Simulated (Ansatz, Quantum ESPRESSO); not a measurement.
# TlBi (Pm-3m): from the cell to the phonon bands

How does TlBi (Pm-3m) vibrate, and is this structure a minimum?

Main program and level: Quantum ESPRESSO 7.5; DFT LDA, scalar-relativistic, plane waves, PseudoDojo norm-conserving pseudopotentials.

Report form: the programs' logs are mostly left out.

**1. Set-up**

It takes space group Pm-3m (No. 221, cubic). Conventional cell: a = 3.992 Å, b = 3.992 Å, c = 3.992 Å, α = 90.00°, β = 90.00°, γ = 90.00°. Nearest to Tl lie 8 Bi at 3.46 Å. Nearest to Bi lie 8 Tl at 3.46 Å. Farther neighbours are not listed.

**2. A first look**

Before anything dear is run, a loose run with smearing shows whether this is a metal and how far the cell is from rest.

The input, probe.in:

```
&control
   calculation = 'scf'
   prefix = 'x'
   outdir = './tmp'
   pseudo_dir = './pseudo'
   tprnfor = .true.
   tstress = .true.
   verbosity = 'high'
/
&system
   ibrav = 0
   nat = 2
   ntyp = 2
   ecutwfc = 70.0
   occupations = 'smearing'
   smearing = 'gaussian'
   degauss = 0.01
/
&electrons
   conv_thr = 1.0d-07
   mixing_beta = 0.7
   electron_maxstep = 100
/
ATOMIC_SPECIES
 Tl    204.3800  Tl.upf
 Bi    208.9804  Bi.upf
CELL_PARAMETERS angstrom
     3.991709000    0.000000000    0.000000000
     0.000000000    3.991709000    0.000000000
     0.000000000    0.000000000    3.991709000
ATOMIC_POSITIONS crystal
 Tl     0.000000000   0.000000000   0.000000000
 Bi     0.500000000   0.500000000   0.500000000
K_POINTS automatic
 4 4 4 0 0 0
```

On the command line:

```console
> OMP_NUM_THREADS=1 mpirun -n 8 pw.x -nk 8 -in probe.in > probe.out
```

Wall time 2.3 s (8 MPI ranks of Arm Neoverse V2, shared host); 17 s of CPU time.

Read from the output:

```
volume per atom   : 31.80 Å³
pressure          : -4.737 GPa
gap on the k-mesh : 0 eV
```

No gap opens on this mesh, so smearing is kept; the start stands at -4.7 GPa.

**3. Relaxing the cell and atoms**

The harmonic expansion starts where the forces on the atoms vanish, and stress shifts the frequencies, so cell and atoms are relaxed with tight thresholds.

The input, relax.in:

```
&control
   calculation = 'vc-relax'
   prefix = 'x'
   outdir = './tmp'
   pseudo_dir = './pseudo'
   tprnfor = .true.
   tstress = .true.
   forc_conv_thr = 2.0d-05
   etot_conv_thr = 1.0d-07
   nstep = 40
/
&system
   ibrav = 0
   nat = 2
   ntyp = 2
   ecutwfc = 70.0
   occupations = 'smearing'
   smearing = 'mv'
   degauss = 0.02
/
&electrons
   conv_thr = 1.0d-11
   mixing_beta = 0.7
   electron_maxstep = 100
/
&ions
/
&cell
   press_conv_thr = 0.1
/
ATOMIC_SPECIES
 Tl    204.3800  Tl.upf
 Bi    208.9804  Bi.upf
CELL_PARAMETERS angstrom
     3.991709000    0.000000000    0.000000000
     0.000000000    3.991709000    0.000000000
     0.000000000    0.000000000    3.991709000
ATOMIC_POSITIONS crystal
 Tl     0.000000000   0.000000000   0.000000000
 Bi     0.500000000   0.500000000   0.500000000
K_POINTS automatic
 8 8 8 0 0 0
```

On the command line:

```console
> OMP_NUM_THREADS=1 mpirun -n 8 pw.x -nk 8 -in relax.in > relax.out
```

Run time: 33 s. Hardware: 8 MPI ranks; 4.3 min of CPU time.

Step by step:

```
step  energy less that of the first step (eV)  largest force (eV/Å)  pressure (GPa)  volume (Å³)
   1                                   0.0000                0.0000           -4.26        63.60
   2                                  -0.0338                0.0000           -3.60        62.23
   3                                  -0.0721                0.0000           -2.43        60.21
   4                                  -0.0972                0.0000           -0.18        57.26
   5                                  -0.0973                0.0000            0.02        57.03
   6                                  -0.0973                0.0000            0.00        57.05
   7                                  -0.0973                0.0000            0.00        57.05
   8                                  -0.0972                0.0000           -0.01        57.05
```

```
conventional cell, symmetrised  before  after   change
                         a (Å)   3.992  3.850   -3.6 %
                         b (Å)   3.992  3.850   -3.6 %
                         c (Å)   3.992  3.850   -3.6 %
              volume (Å³/atom)   31.80  28.53  -10.3 %
```

Final coordinates:

```cif
data_structure
_symmetry_space_group_name_H-M 'P 1'
_symmetry_Int_Tables_number 1
_cell_length_a 3.8497
_cell_length_b 3.8497
_cell_length_c 3.8497
_cell_angle_alpha 90.000
_cell_angle_beta 90.000
_cell_angle_gamma 90.000
_cell_volume 57.05
loop_
_atom_site_label
_atom_site_type_symbol
_atom_site_fract_x
_atom_site_fract_y
_atom_site_fract_z
_atom_site_occupancy
Tl1 Tl 0.00000 0.00000 0.00000 1
Bi2 Bi 0.50000 0.50000 0.50000 1
```

The last row of the table of steps is pw.x's closing run on a basis chosen anew for the final cell, so its energy can jump.

Numbers from this step:

* volume per atom: 28.53 Å³
* pressure: -0.005 GPa

The volume changes by -10.3 % from the cell with which this run began.

**4. Ground state**

Perturbation theory inherits every error of the wavefunctions, so the threshold is set near the limit of the arithmetic. Smearing stays on, as the first look found no gap above 0.3 eV.

The input, scf.in:

```
&control
   calculation = 'scf'
   prefix = 'x'
   outdir = './tmp'
   pseudo_dir = './pseudo'
   tprnfor = .true.
   tstress = .true.
/
&system
   ibrav = 0
   nat = 2
   ntyp = 2
   ecutwfc = 70.0
   occupations = 'smearing'
   smearing = 'mv'
   degauss = 0.02
/
&electrons
   conv_thr = 1.0d-12
   mixing_beta = 0.7
   electron_maxstep = 100
/
ATOMIC_SPECIES
 Tl    204.3800  Tl.upf
 Bi    208.9804  Bi.upf
CELL_PARAMETERS angstrom
     3.849735120    0.000000000    0.000000000
     0.000000000    3.849735120    0.000000000
     0.000000000    0.000000000    3.849735120
ATOMIC_POSITIONS crystal
 Tl     0.000000000   0.000000000   0.000000000
 Bi     0.500000000   0.500000000   0.500000000
K_POINTS automatic
 8 8 8 0 0 0
```

On the command line:

```console
> OMP_NUM_THREADS=1 mpirun -n 8 pw.x -nk 8 -in scf.in > scf.out
```

The job ended after 5 s (8 MPI ranks; 39 s of CPU time).

The cell stands at -0.005 GPa, close enough for phonons.

**5. Levels on a dense mesh**

The coupling is a sum over pairs of states at the Fermi level and needs a much denser mesh than the density does.

scf_fit.in, as its differences from scf.in of step 4:

```diff
@@ -16,5 +16,6 @@
    degauss = 0.02
+   la2F = .true.
 /
 &electrons
-   conv_thr = 1.0d-12
+   conv_thr = 1.0d-10
    mixing_beta = 0.7
@@ -33,2 +34,2 @@
 K_POINTS automatic
- 8 8 8 0 0 0
+ 16 16 16 0 0 0
```

On the command line:

```console
> OMP_NUM_THREADS=1 mpirun -n 8 pw.x -nk 8 -in scf_fit.in > scf_fit.out
```

Run time: 15 s. Hardware: 8 MPI ranks.

This step gave:

* pressure: -0.153 GPa

**6. Self-consistent run for the response**

The run on the dense mesh left its levels for the electron-phonon sums; ph.x needs the ground state on the coarse mesh, so pw.x runs once more in the same folder.

scf.in is that of step 4.

On the command line:

```console
> OMP_NUM_THREADS=1 mpirun -n 8 pw.x -nk 8 -in scf.in > scf.out
```

It took 5 s on 8 MPI ranks; 39 s of CPU time.

This step gave:

* pressure: -0.005 GPa

**7. Linear response on the mesh**

Linear response treats each wavevector in the unit cell, with no supercell; the 2×2×2 mesh fixes the range of the force constants to be had. The change of the potential is kept for the electron-phonon matrix elements.

The input, ph.in:

```
phonons
&inputph
   prefix = 'x'
   outdir = './tmp'
   fildyn = 'x.dyn'
   tr2_ph = 1.0d-18
   alpha_mix(1) = 0.4
   nmix_ph = 8
   ldisp = .true.
   nq1 = 2
   nq2 = 2
   nq3 = 2
   electron_phonon = 'interpolated'
   fildvscf = 'dvscf'
   el_ph_sigma = 0.005
   el_ph_nsigma = 10
/
```

On the command line:

```console
> OMP_NUM_THREADS=1 mpirun -n 8 ph.x -nk 8 -in ph.in > ph.out
```

Elapsed: 7.2 min, on 8 MPI ranks; 58 min of CPU time.

Read from the output:

* largest acoustic frequency at the zone centre before the sum rule: 0.78 cm⁻¹
* highest optical zone-centre mode (no LO-TO term): 68.74 cm⁻¹
* lowest optical zone-centre mode: 68.74 cm⁻¹
* lowest mode on the q mesh (acoustic ones at the zone centre apart): -12.47 cm⁻¹

Frequencies (cm⁻¹) at each irreducible wavevector; negative means imaginary. Frequencies by wavevector:

```
 q (fractions)  star  mode 1  mode 2  mode 3  mode 4  mode 5  mode 6
         0 0 0     1    0.78    0.78    0.78   68.74   68.74   68.74
      0 0 -0.5     3   50.86   50.86    51.1    51.1   53.91    66.8
   0 -0.5 -0.5     3  -12.47  -12.47   51.55   53.14    85.5    85.5
-0.5 -0.5 -0.5     1   48.81   48.81   48.81   65.83   65.83   65.83
```

Couplings of single modes at a Gaussian broadening of 0.02 Ry, as ph.x prints them; it sets λ to zero for modes under 20 cm⁻¹. Mode couplings:

```
 q (fractions)  mode  frequency (cm⁻¹)       λ  linewidth γ (GHz)
      0 0 -0.5     1             50.86  0.1589                2.5
      0 0 -0.5     2             50.86  0.1636               2.57
      0 0 -0.5     3              51.1  0.0502                0.8
      0 0 -0.5     4              51.1  0.0503                0.8
      0 0 -0.5     5             53.91  0.4761               8.41
      0 0 -0.5     6              66.8  0.1823               4.94
   0 -0.5 -0.5     3             51.55  0.0444               0.72
   0 -0.5 -0.5     4             53.14  0.0612               1.05
   0 -0.5 -0.5     5              85.5  0.0732               3.25
   0 -0.5 -0.5     6              85.5  0.0729               3.24
-0.5 -0.5 -0.5     1             48.81  0.4686               6.78
-0.5 -0.5 -0.5     2             48.81  0.4637               6.71
-0.5 -0.5 -0.5     3             48.81  0.4726               6.84
-0.5 -0.5 -0.5     4             65.83  0.0823               2.17
-0.5 -0.5 -0.5     5             65.83  0.0812               2.14
-0.5 -0.5 -0.5     6             65.83  0.0838               2.21
```

Optical modes; normalised displacements of the dynamical-matrix file. Modes at Γ, with each element's share of the kinetic energy:

```
mode  frequency (cm⁻¹)  symmetry  Tl %  Bi %
   1              68.7       T1u    51    49
   2              68.7       T1u    51    49
   3              68.7       T1u    51    49
```

Displacements in mode 3 (68.7 cm⁻¹), the largest set to 1:
```
Tl1 -0.80 -1.00  0.01
Bi2  0.78  0.98 -0.01
```

The acoustic modes at Γ come out as far as 0.8 cm⁻¹ from zero, where they should vanish, a small numerical error.

**8. Force constants in real space**

The dynamical matrices of the mesh are Fourier-transformed to force constants in real space.

The input, q2r.in:

```
&input
   fildyn = 'x.dyn'
   zasr = 'crystal'
   flfrc = 'x.fc'
   la2F = .true.
/
```

On the command line:

```console
> q2r.x < q2r.in > q2r.out
```

Run time: 0.48 s. Hardware: 1 thread.

**9. Dispersion**

From the force constants any wavevector is cheap; points of the mesh come back as solved, but for the sum rule and, in polar crystals, the LO-TO term at Γ; the rest is interpolation.

The input, matdyn.in:

```
&input
   asr = 'crystal'
   flfrc = 'x.fc'
   flfrq = 'x.freq'
   flvec = 'x.modes'
   q_in_band_form = .true.
   q_in_cryst_coord = .true.
/
8
  0.0000000   0.0000000   0.0000000  12  ! GAMMA
  0.0000000   0.5000000   0.0000000  12  ! X
  0.5000000   0.5000000   0.0000000  12  ! M
  0.0000000   0.0000000   0.0000000  12  ! GAMMA
  0.5000000   0.5000000   0.5000000  12  ! R
  0.0000000   0.5000000   0.0000000   1  ! X
  0.5000000   0.5000000   0.5000000  12  ! R
  0.5000000   0.5000000   0.0000000   1  ! M
```

On the command line:

```console
> matdyn.x -in matdyn.in > matdyn.out
```

Run time: 0.47 s. Hardware: 1 thread.

This step gave:

```yaml
lowest_frequency_on_the_path: -12.47 cm⁻¹
```

Matdyn.x, sum rule crystal. Phonon branches along the path, in cm⁻¹:

```
    point  branch 1  branch 2  branch 3  branch 4  branch 5  branch 6
        Γ         0         0         0        69        69        69
  halfway        28        28        36        64        64        69
        X        51        51        51        51        54        67
  halfway        23        29        51        52        76        79
        M       -12       -12        52        53        86        86
  halfway         2        37        48        61        62        78
        Γ         0         0         0        69        69        69
  halfway        30        30        35        70        72        72
        R        49        49        49        66        66        66
  halfway        23        27        52        59        76        79
        X        51        51        51        51        54        67
jump to R        49        49        49        66        66        66
  halfway        27        27        50        60        79        79
        M       -12       -12        52        53        86        86
```

Lowest modes at the softest wavevector of the mesh; phase exp(i q.(R + tau)). Modes at q = (0.000, 0.500, 0.500), with each element's share of the kinetic energy (negative means imaginary):

```
mode  frequency (cm⁻¹)  Tl %  Bi %
   1             -12.5    44    56
   2             -12.5    44    56
   3              51.6     0   100
   4              53.1   100     0
   5              85.5    56    44
   6              85.5    56    44
```

Displacements in mode 1 (-12.5 cm⁻¹), the largest set to 1, in the home cell:
```
Tl1  0.00 -0.90  0.00
Bi2  0.00  0.00 -1.00
```

Displacements in mode 4 (53.1 cm⁻¹), the largest set to 1, in the home cell:
```
Tl1 1.00 0.00 0.00
Bi2 0.00 0.00 0.00
```

Force constants by pair (phonopy on the run's constants); pairs near half the supercell's span include their periodic images. Pair force constants, by row:

```
atom  neighbour  distance (Å)  third of the trace (eV/Å²)  along the pair's line (eV/Å²)
 Tl1     itself             0                       2.558                              –
 Tl1         Bi         3.334                     -0.2244                         -0.929
 Tl1         Tl          3.85                     -0.2184                        -0.5976
 Tl1         Tl         5.444                     -0.0108                         -0.053
 Tl1         Tl         6.668                     -0.0755                        -0.0755
 Bi2     itself             0                       2.091                              –
 Bi2         Tl         3.334                     -0.2244                         -0.929
 Bi2         Bi          3.85                     -0.0328                        -0.1372
 Bi2         Bi         5.444                     -0.0926                        -0.0812
 Bi2         Bi         6.668                      0.0805                         0.0805
```

Mode patterns, pair constants, displacements and means over the zone were worked out by phonopy from the force constants of q2r.x.

The path dips to 12i cm⁻¹.

**10. Sums over the zone**

Sums over the zone need many more wavevectors than were solved, so the interpolation is sampled on a dense mesh.

The input, matdyn.in:

```
&input
   asr = 'crystal'
   flfrc = 'x.fc'
   dos = .true.
   fldos = 'x.dos'
   nk1 = 12
   nk2 = 12
   nk3 = 12
   deltaE = 1.0
   la2F = .true.
/
```

On the command line:

```console
> matdyn.x -in matdyn.in > matdyn.out
```

The job ended after 2.6 s (1 thread).

Read from the output:

| Item | Value |
| --- | --- |
| share of modes beyond 3i cm⁻¹ on the dense interpolated mesh | 0.0043 |

Tetrahedra. Phonon density of states against wavenumber; read off at these points; values in 1/cm⁻¹/cell:

```
wavenumber (cm⁻¹)    total       Bi       Tl
            -12.5        0        0        0
             -9.5  0.00182  0.00101   8.0e-4
             -7.5  0.00296  0.00165  0.00131
             -4.5  0.00453  0.00253    0.002
             -1.5  0.00572   0.0032  0.00252
              0.5  0.00647  0.00362  0.00285
              3.5  0.00846  0.00472  0.00374
              6.5   0.0145  0.00796  0.00652
              8.5   0.0204   0.0112  0.00921
             11.5   0.0367   0.0200   0.0167
             13.5   0.0355   0.0195   0.0160
             16.5   0.0440   0.0244   0.0197
             19.5   0.0628   0.0351   0.0278
             21.5   0.0692   0.0387   0.0305
             24.5   0.0706   0.0401   0.0305
             27.5   0.0840   0.0496   0.0344
             29.5   0.0715   0.0420   0.0295
             32.5   0.0654   0.0383   0.0271
             35.5   0.0594   0.0350   0.0244
             37.5   0.0573   0.0338   0.0234
             40.5   0.0544   0.0337   0.0207
             43.5    0.062   0.0394   0.0226
             45.5   0.0717   0.0474   0.0243
             48.5    0.121   0.0953   0.0261
             50.5    0.155    0.141   0.0140
             51.5   0.0266   0.0240  0.00263
             53.5   0.0532  0.00475   0.0485
             56.5   0.0934   0.0247   0.0687
             57.5    0.115   0.0320   0.0832
             59.5    0.105   0.0340   0.0712
             61.5   0.0948   0.0320   0.0627
             64.5   0.0936   0.0336   0.0600
             66.5   0.0761   0.0318   0.0443
             69.5   0.0637   0.0243   0.0393
             72.5   0.0938   0.0371   0.0567
             74.5    0.127   0.0509   0.0764
             76.5    0.180   0.0722    0.108
             77.5    0.165   0.0659   0.0991
             80.5   0.0887   0.0370   0.0517
             82.5   0.0607   0.0260   0.0347
             85.5        0        0        0
```

**11. Cross-check with Ansatz**

The same cell goes through another code at the same cutoff. The files are of one family, but Ansatz's library holds files of its own making for some heavy elements, so those for Bi and Tl may differ. Its k mesh is centred on Γ.

This step: DFT LDA, scalar-relativistic, plane waves, norm-conserving pseudopotentials of its library (PseudoDojo's, some remade) (Ansatz 0.2.0).

The input, input.yaml:

```yaml
crystal:
  lattice:
    - [3.84973512, 0.0, 0.0]
    - [0.0, 3.84973512, 0.0]
    - [0.0, 0.0, 3.84973512]
  atoms:
    - { symbol: Tl, position: [0.0, 0.0, 0.0] }
    - { symbol: Bi, position: [0.5, 0.5, 0.5] }
kpoints:
  mp_grid: { grid: [8, 8, 8] }
hamiltonian:
  xc: lda
  pseudopotentials: { kind: nc, accuracy: standard }
scf:
  occupations: { method: cold, width: 0.27211 }
output:
  eigenvalues: true
basis:
  ecutwfc: 952.399
phonons:
  method: dfpt
  qmesh: [2, 2, 2]
  temperatures: { t_max: 1000, t_step: 50 }
  qpath:
    path:
      - [[0.0, 0.0, 0.0], [0.0, 0.5, 0.0], [0.5, 0.5, 0.0], [0.0, 0.0, 0.0], [0.5, 0.5, 0.5], [0.0, 0.5, 0.0]]
      - [[0.5, 0.5, 0.5], [0.5, 0.5, 0.0]]
    npoints: 12
  electrical_resistivity: { temperatures: [77, 300], mesh: [16, 16, 16] }
```

On the command line:

```console
> ansatz run input.yaml --threads 8 --pin off --max-ram 16384MiB --backend cpu --events-out ev --progress --plain --runs-dir out
```

Elapsed: 44 s, on 8 threads; peak memory 1.3 GiB.

The run ended with an error: “electrical resistivity: the mode of lowest frequency at the wavevector [0.0000, -0.5000, -0.5000] is imaginary, -12.78 cm⁻¹ (written negative): the force constants describe an unstable lattice”.

The phonons were solved, but the coupling sums need a stable lattice.

**12. What came out**

| Property | Result |
| --- | --- |
| space group after relaxation | Pm-3m |
| volume per atom | 28.5 Å³ |
| highest optical zone-centre mode (no LO-TO term) | 68.7 cm⁻¹ |
| q mesh | 2×2×2 |
| lowest mode on the q mesh (acoustic ones at the zone centre apart) | -12.5 cm⁻¹ |
| imaginary modes on the q mesh | yes |

In words: TlBi (Pm-3m) is unstable: a mode solved on the 2×2×2 mesh is imaginary, 12i cm⁻¹; its spectrum reaches 86 cm⁻¹. At the LDA level the optical modes of TlBi (Pm-3m) at the zone centre lie at 69 cm⁻¹. The most unstable solved mode lies at q = (0, -0.5, -0.5), on the zone boundary, so the distortion that it points to doubles the cell. These are harmonic frequencies at zero temperature: anharmonic shifts and linewidths and thermal expansion are left out. Spin-orbit coupling is left out, which can matter for the heavy elements here. In a metal the frequencies hang on the k mesh and the smearing, most of all near Kohn anomalies. The λ that matdyn.x prints is not taken as a result: on such q meshes it can be far off, most of all in cells of several atoms. The q mesh stands for a supercell only 7.7 Å across, so branches between the solved wavevectors are rough. The structure comes from a database and need not be the phase that is stable at ambient conditions.

[Host names and launcher messages were left out of these logs when they were recorded.]

[Logs are printed without paths, hosts, clocks, repeated set-up lines and the standing remarks that a program may print on its own settings, such as how far it seeks lower states.]

[Hosts, paths, dates, database ids (printed as entryN), source tags and the programs' standing remarks are cut or masked in the printed files.]
